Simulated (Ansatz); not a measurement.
The crystal is KCl (Sylvite).

Symmetry: Fm-3m, No. 225, cubic system. Conventional cell: a = 6.293 Å, b = 6.293 Å, c = 6.293 Å, α = 90.00°, β = 90.00°, γ = 90.00°. K has 6 Cl at 3.15 Å nearest. Cl has 6 K at 3.15 Å nearest. Farther neighbours and most contacts between anions are not listed.

```xyz
2
Lattice="0.0000 3.1465 3.1465 3.1465 0.0000 3.1465 3.1465 3.1465 0.0000" Properties=species:S:1:pos:R:3 pbc="T T T"
K     0.0000    0.0000    0.0000
Cl    3.1465    3.1465    3.1465
```

The cell and positions come from the Crystallography Open Database and are kept as given unless a step says otherwise. PAW set soft_2, made with PBE.

Gaps computed with Ansatz 0.2.0 without a self-energy: PBE 5.19 eV, r2SCAN 5.83 eV, HSE06 6.50 eV and PBE0 7.24 eV. The mean ε∞ by PBE perturbation theory is 2.32.

Q: What gap should G0W0 on PBE give (4×4×4 mesh, 400 empty bands, screening to 200 eV, default PAW files)?

About 8.01 eV: on its mesh the run moves the gap from 5.19 eV by +2.82 eV. Among the scalar-relativistic levels given, PBE0 is nearest (−0.77 eV). One-shot corrections scale roughly with one over ε∞, here 0.43. Bands and cutoff are finite, so the gap is not at the basis limit. The miss can reach some tenths of an eV and take either sign; the mesh is an error of its own.

[Paths, hosts, dates, memory and timing lines, banners, echoed tables and standing remarks are left out of the program output.]

[Logs are printed without paths, hosts, clocks, repeated set-up lines and the standing remarks that a program may print on its own settings, such as how far it seeks lower states.]

[Runs of the session that timed out or met a known fault of the program may be left out.]

[Cells called generated may have been cut or substituted from an entry of the Crystallography Open Database or the Materials Project.]

[Hosts, paths, dates, database ids (printed as entryN), source tags and the programs' standing remarks are cut or masked in the printed files.]
